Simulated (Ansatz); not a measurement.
## Zn2As2Pb (built on the sites of a database entry of CaCd2As2): phonons and vibrational spectra

Aim: the vibrations of Zn2As2Pb (built on the sites of a database entry of CaCd2As2), their spectra, and whether the structure is stable.

Calculated with Ansatz 0.2.0; DFT r2SCAN, scalar-relativistic, plane waves, PAW.

The structure was built from a prototype and need not be the compound's stable phase.

## (1) Starting point

The structure is trigonal, space group P-3m1 (No. 164). Conventional cell: a = 3.968 Å, b = 3.968 Å, c = 6.491 Å, α = 90.00°, β = 90.00°, γ = 120.00°. Nearest to Pb lie 6 As at 2.76 Å. Nearest to Zn lie 4 As at 2.44 to 2.56 Å. Nearest to As lie 4 Zn at 2.44 to 2.56 Å and 3 Pb at 2.76 Å. Farther neighbours are not listed.

## (2) Coarse relaxation

The start is far from rest, so a relaxation with loose tolerances brings it close first.

File input.yaml:

```yaml
crystal:
  lattice:
    - [3.96754, 0.0, 0.0]
    - [-1.98377, 3.43599, 0.0]
    - [0.0, 0.0, 6.49119]
  atoms:
    - { symbol: Pb, position: [0.0, 0.0, 0.0] }
    - { symbol: Zn, position: [0.3333333333, 0.6666666667, 0.6331] }
    - { symbol: Zn, position: [0.6666666667, 0.3333333333, 0.3669] }
    - { symbol: As, position: [0.3333333333, 0.6666666667, 0.2382] }
    - { symbol: As, position: [0.6666666667, 0.3333333333, 0.7618] }
kpoints:
  mp_grid: { grid: [6, 6, 4] }
hamiltonian:
  xc: r2scan
scf:
  occupations: { method: gaussian, width: 0.1 }
output:
  forces: true
  stress: true
  eigenvalues: true
relax:
  adjacent_minimum: "off"
  f_tol: 0.05
  max_steps: 80
  cell: { stress_tol: 0.5 }
```

Command:

```console
$ ansatz run input.yaml --threads 8 --pin off --max-ram 14336MiB --backend cpu --events-out ev --progress --plain --runs-dir out
```

Numbers of over 12 decimals in the logs are rounded to 6 here.

The log of the run:

```text
The last accepted step is kept in <dir> (removed where the run ends without a failure and the disk answers)
Engine: ansatz 0.2.0, aarch64-unknown-linux-gnu
Pseudopotentials: kind: paw
Pseudopotential: Pb, paw, valence charge 14, recommended cutoff 500 eV (meta_gga), Pb.paw.azcp
Pseudopotential: Zn, paw, valence charge 12, recommended cutoff 500 eV (meta_gga), Zn.paw.azcp
[...]
cell:  # Å, volume = 110.6978 Å³
    - [4.204658, 0, 8.829989977166807e-17]
    - [-2.102329, 3.641341, -4.414994988583404e-17]
    - [1.444652006805613e-16, 0, 7.230142]
  atoms:
    - { symbol: Pb, position: [0, 0, 1.0689710059183646e-19] }
    - { symbol: Zn, position: [0.333333, 0.666667, 0.629955] }
    - { symbol: Zn, position: [0.666667, 0.333333, 0.370045] }
    - { symbol: As, position: [0.333333, 0.666667, 0.269095] }
    - { symbol: As, position: [0.666667, 0.333333, 0.730905] }
[key lines of the parts left out:]
SCF converged after 5 iterations
Free energy (F): -28302.352959 eV
Fermi energy:    9.779706 eV
P = ⅓ Tr σ = -0.0052 GPa (-0.052 kbar)
```

It took 17 s on 8 threads of Arm Neoverse V1, shared host; peak memory 0.93 GiB.

The steps of the relaxation:

```
step  energy less that of the first step (eV)  largest force component (eV/Å)  pressure (GPa)  volume (Å³)
   1                                   0.0000                          1.6506           23.23        88.49
   2                                  -1.3239                          0.2429            7.77       100.16
   3                                  -1.5569                          0.1598            2.19       106.95
   4                                  -1.5840                          0.0426            0.40       109.87
  5*                                  -1.5914                          0.0429            0.45       109.87
   6                                  -1.5928                          0.0028           -0.01       110.70
  7*                                  -1.5929                          0.0026           -0.01       110.70
```

Relaxation steps marked * repeat the geometry before them on a plane-wave basis chosen anew for their cell, so energy and pressure can jump there.

The run keeps the 12 symmetry operations that it works with, so distortions that break them were not tested.

```
conventional cell, symmetrised  before  after   change
                         a (Å)   3.968  4.205   +6.0 %
                         b (Å)   3.968  4.205   +6.0 %
                         c (Å)   6.491  7.230  +11.4 %
              volume (Å³/atom)   17.70  22.14  +25.1 %
```

The atoms that moved most (Å, as changes of fractional coordinates times the final cell):

| atom | dx | dy | dz | length |
| --- | --- | --- | --- | --- |
| As4 | 0.000 | 0.000 | 0.223 | 0.223 |
| As5 | 0.000 | 0.000 | -0.223 | 0.223 |
| Zn2 | 0.000 | 0.000 | -0.023 | 0.023 |
| Zn3 | 0.000 | 0.000 | 0.023 | 0.023 |

Numbers from this step:

* pressure: -0.005202 GPa
* volume per atom: 22.14 Å³
* gap on the k-mesh: 0 eV

In this step the volume went from 17.70 to 22.14 Å³/atom.

## (3) Relaxation

The cell and atoms are relaxed, since residual forces and stress would shift the frequencies.

File input.yaml:

```yaml
crystal:
  lattice:
    - [4.2046580724, 0.0, 0.0]
    - [-2.1023290362, 3.6413407049, 0.0]
    - [0.0, 0.0, 7.2301423048]
  atoms:
    - { symbol: Pb, position: [0.0, 0.0, 0.0] }
    - { symbol: Zn, position: [0.3333333333, 0.6666666667, 0.6299550298] }
    - { symbol: Zn, position: [0.6666666667, 0.3333333333, 0.3700449702] }
    - { symbol: As, position: [0.3333333333, 0.6666666667, 0.2690953497] }
    - { symbol: As, position: [0.6666666667, 0.3333333333, 0.7309046503] }
kpoints:
  mp_grid: { grid: [12, 12, 6] }
hamiltonian:
  xc: r2scan
scf:
  occupations: { method: gaussian, width: 0.1 }
output:
  forces: true
  stress: true
  eigenvalues: true
relax:
  adjacent_minimum: "off"
  f_tol: 0.005
  max_steps: 80
  cell: { stress_tol: 0.05 }
```

The log of the run:

```text
[...]
Crystal: 5 atoms, lattice volume = 110.698 Å³
Basis set: ecut = 500 eV, 2853 PW (Γ), exchange–correlation on 128×128×216 points (64 copies of the dense FFT grid, shifted against one another)
Bands: 41, of which v1, the nominal top of the filled ones, is band 34 counted from 1 (33 counted from 0)
Symmetry: 12 space group operations
[...]
k-points: 100 of 864
[...]
cell:  # Å, volume = 110.7338 Å³
    - [4.201374, 0, 5.977323867755598e-19]
    - [-2.100687, 3.638497, -2.988661933877799e-19]
    - [1.0278339266059587e-18, 0, 7.243806]
  atoms:
    - { symbol: Pb, position: [0, 0, 0] }
    - { symbol: Zn, position: [0.333333, 0.666667, 0.629192] }
    - { symbol: Zn, position: [0.666667, 0.333333, 0.370808] }
    - { symbol: As, position: [0.333333, 0.666667, 0.268686] }
    - { symbol: As, position: [0.666667, 0.333333, 0.731314] }
[key lines of the parts left out:]
SCF converged after 4 iterations
Free energy (F): -28302.357479 eV
Fermi energy:    9.923323 eV
P = ⅓ Tr σ = -0.0049 GPa (-0.049 kbar)
```

It took 34 s on 8 threads; peak memory 1.1 GiB; 4.3 min of CPU time.

The steps of the relaxation:

| step | energy less that of the first step (eV) | largest force component (eV/Å) | pressure (GPa) | volume (Å³) |
| --- | --- | --- | --- | --- |
| 1 | 0.0000 | 0.0235 | 0.04 | 110.70 |
| 2 | -0.0002 | 0.0059 | 0.02 | 110.70 |
| 3 | -0.0002 | 0.0013 | 0.00 | 110.73 |
| 4* | -0.0002 | 0.0013 | 0.00 | 110.73 |

Relaxation steps marked * repeat the geometry before them on a plane-wave basis chosen anew for their cell, so energy and pressure can jump there.

The run keeps the 12 symmetry operations that it works with, so distortions that break them were not tested.

```csv
"conventional cell, symmetrised",before,after,change
a (Å),4.205,4.201,-0.1 %
b (Å),4.205,4.201,-0.1 %
c (Å),7.230,7.244,+0.2 %
volume (Å³/atom),22.14,22.15,+0.0 %
```

The relaxed structure:

```cif
data_structure
_symmetry_space_group_name_H-M 'P 1'
_symmetry_Int_Tables_number 1
_cell_length_a 4.2014
_cell_length_b 4.2014
_cell_length_c 7.2438
_cell_angle_alpha 90.000
_cell_angle_beta 90.000
_cell_angle_gamma 120.000
_cell_volume 110.73
loop_
_atom_site_label
_atom_site_type_symbol
_atom_site_fract_x
_atom_site_fract_y
_atom_site_fract_z
_atom_site_occupancy
Pb1 Pb 0.00000 0.00000 0.00000 1
Zn2 Zn 0.33333 0.66667 0.62919 1
Zn3 Zn 0.66667 0.33333 0.37081 1
As4 As 0.33333 0.66667 0.26869 1
As5 As 0.66667 0.33333 0.73131 1
```

Numbers from this step:

| Property | Result |
| --- | --- |
| pressure | -0.004908 GPa |
| volume per atom | 22.15 Å³ |

In this step the volume went from 22.14 to 22.15 Å³/atom.

## (4) Relaxing to small forces for the phonons

Phonons need a cell at rest on their own settings, so the relaxation is repeated with tight tolerances on forces and stress, using the mesh and the filling of the phonon run that follows.

File input.yaml:

```yaml
crystal:
  lattice:
    - [4.2013743534, 0.0, 0.0]
    - [-2.1006871767, 3.6384969208, 0.0]
    - [0.0, 0.0, 7.2438064223]
  atoms:
    - { symbol: Pb, position: [0.0, 0.0, 0.0] }
    - { symbol: Zn, position: [0.3333333333, 0.6666666667, 0.6291924573] }
    - { symbol: Zn, position: [0.6666666667, 0.3333333333, 0.3708075427] }
    - { symbol: As, position: [0.3333333333, 0.6666666667, 0.2686861344] }
    - { symbol: As, position: [0.6666666667, 0.3333333333, 0.7313138656] }
kpoints:
  mp_grid: { grid: [12, 12, 6] }
hamiltonian:
  xc: r2scan
scf:
  occupations: { method: methfessel_paxton, width: 0.2 }
output:
  forces: true
  stress: true
  eigenvalues: true
  write_density: true
  write_potential: true
  elf: true
  volumetric_format: npy
relax:
  adjacent_minimum: "off"
  f_tol: 0.001
  max_steps: 60
  cell: { stress_tol: 0.01 }
```

The log of the run:

```text
[...]
Crystal: 5 atoms, lattice volume = 110.734 Å³
Basis set: ecut = 500 eV, 2829 PW (Γ), exchange–correlation on 128×128×216 points (64 copies of the dense FFT grid, shifted against one another)
Bands: 41, of which v1, the nominal top of the filled ones, is band 34 counted from 1 (33 counted from 0)
Symmetry: 12 space group operations
[...]
k-points: 100 of 864
[...]
cell:  # Å, volume = 110.7235 Å³
    - [4.201877, 0, 0]
    - [-2.100939, 3.638932, 0]
    - [-1.7066230779598517e-19, 0, 7.241403]
  atoms:
    - { symbol: Pb, position: [0, 0, 0] }
    - { symbol: Zn, position: [0.333333, 0.666667, 0.629136] }
    - { symbol: Zn, position: [0.666667, 0.333333, 0.370864] }
    - { symbol: As, position: [0.333333, 0.666667, 0.268632] }
    - { symbol: As, position: [0.666667, 0.333333, 0.731368] }
[key lines of the parts left out:]
SCF converged after 7 iterations
Free energy (F): -28302.356523 eV
Fermi energy:    9.930876 eV
P = ⅓ Tr σ = -0.0026 GPa (-0.026 kbar)
```

Wall time 49 s (8 threads); peak memory 1.1 GiB; 6.3 min of CPU time.

Little changed from the start: no atom moved by 0.005 Å and no cell edge by 0.1 %.

Numbers from this step:

```yaml
pressure: -0.002567 GPa
volume_per_atom: 22.14 Å³
```

ELF in the ac plane at fractional y = 0.333, with atoms of Zn and As within 0.2 Å of it. It is the smooth field of the valence electrons, not physical close to the nuclei.

Ten even steps from '_' (0.00) to '@' (0.71), each cell a mean:
```
--======--::::::==++==--::::
::--------::--**##%%%%**==::
::::::::::--**@@@@@@@@@@##==
--::....::**%%@@@@@@@@@@@@##
++::..::==%%@@@@##++**%%@@%%
**--::::++%%@@##==::--**@@@@
**--::--++%%@@##--::::**@@@@
++--::::++%%@@%%++==++##@@@@
==::::::==##%%@@%%##%%%%@@%%
--::::::--++##%%%%%%%%%%##**
::::::::::--++**********++==
::........::::::::::::::::::
::::::::::::::::::....::::::
--======----::..______..::::
++******++--::..________::--
**########==::..______..::--
##%%%%%%##++--::..__..::::==
%%%%%%%%%%**==::::::::::--++
##########**==::::::::::--++
++++****++==--::::....::::==
----====--::......____....::
::--------::..__________....
----====--::..__________..::
--========::..............::
```
Columns run along a (4.2 Å), rows up along c (7.2 Å). Atoms in or near the plane, at fractional coordinates: Zn at (0.67, 0.37), As at (0.67, 0.73).

Valence density in the ac plane at fractional y = 0.333, with atoms of Zn and As within 0.2 Å of it. It is the smooth field of the valence electrons, not physical close to the nuclei.

Ten steps, logarithmic in the rise over the least value, from '_' (0 e/Å³) to '@' (32 e/Å³), each cell a mean:
```
__......____________________
____________________________
______________..........____
____________....::--::::..__
__________....--++****--::..
__________..::==##@@%%++::..
__________..::==%%@@%%++::..
__________....--**##**==::..
__________....::--==--::....
____________......::......__
______________..........____
______________..........____
______________..::----....__
____________..--++##**--..__
____________..==##@@%%++::..
__________....--##@@%%==::..
..............::==++++--....
__........____....::::....__
__......____________________
____________________________
____________________________
____..______________________
__......____________________
__......____________________
```
Columns run along a (4.2 Å), rows up along c (7.2 Å). Atoms in or near the plane, at fractional coordinates: Zn at (0.67, 0.37), As at (0.67, 0.73).

Electrostatic potential energy in the ac plane at fractional y = 0.333, with atoms of Zn and As within 0.2 Å of it. With pseudopotentials it is smooth inside the atoms' cores, unlike the true potential.

Values in eV, 24 rows by 14 columns, each cell a mean:
```
  8   6   5   6   7  10  11  12  12  12  12  12  11  10
  9   8   7   7   9  10  11  11  11  11  11  11  11  11
 10  10   9   9  10  11  11   9   6   4   5   8  10  11
 11  11  11  11  11  11   9   1  -4  -6  -5  -1   7  10
 11  12  12  12  11  10   4  -6  -1   6   2  -6   0   8
 11  11  11  11  11   9  -1  -4   9  13  12   0  -4   7
 10  11  11  11  11   8  -1  -3  10  13  12   2  -4   6
 10  10  10  10  10   9   2  -6   2   9   6  -5  -1   8
 10  10   9   9  10  10   7  -2  -6  -6  -7  -4   5  10
 11  10   9  10  11  11  10   7   4   1   2   6  10  11
 11  11  10  11  11  11  11  10   8   7   8   9  11  12
 12  12  12  12  12  11  10   8   4   1   3   7  10  11
 12  12  12  12  12  11   8  -1 -11 -16 -13  -4   7  10
 11  12  12  12  12  10   4 -14 -23 -24 -24 -18  -1   9
 11  12  12  12  11   9   1 -19 -24 -24 -24 -22  -5   8
 10  10  10  10  10   9   2 -18 -24 -24 -24 -21  -4   8
 10  10   9   9  10  10   6  -9 -19 -23 -21 -12   3   9
 10   9   8   9  10  10   9   4  -3  -8  -5   2   8  10
 11  10   9   9  10  11  11  10   8   7   8   9  11  11
 11  10  10  10  11  12  12  12  11  11  11  11  12  12
 11  10   9  10  10  11  12  12  12  12  12  12  12  12
 10   8   8   8   9  11  12  12  12  13  12  12  12  11
  8   7   6   6   8  10  11  12  12  13  13  12  11  10
  7   6   4   5   7   9  11  12  12  13  13  12  11  10
```
Columns run along a (4.2 Å; values clipped at the 3rd and 97th percentile), rows up along c (7.2 Å). Atoms in or near the plane, at fractional coordinates: Zn at (0.67, 0.37), As at (0.67, 0.73).

The largest force component left is 0.29 meV/Å and the pressure is -0.003 GPa, within the tolerances set. The cell now holds 22.14 Å³/atom.

(Part 1 of 2 ends here.)

[Logs are printed without paths, hosts, clocks, repeated set-up lines and the standing remarks that a program may print on its own settings, such as how far it seeks lower states.]

[Hosts, paths, dates, database ids (printed as entryN), source tags and the programs' standing remarks are cut or masked in the printed files.]
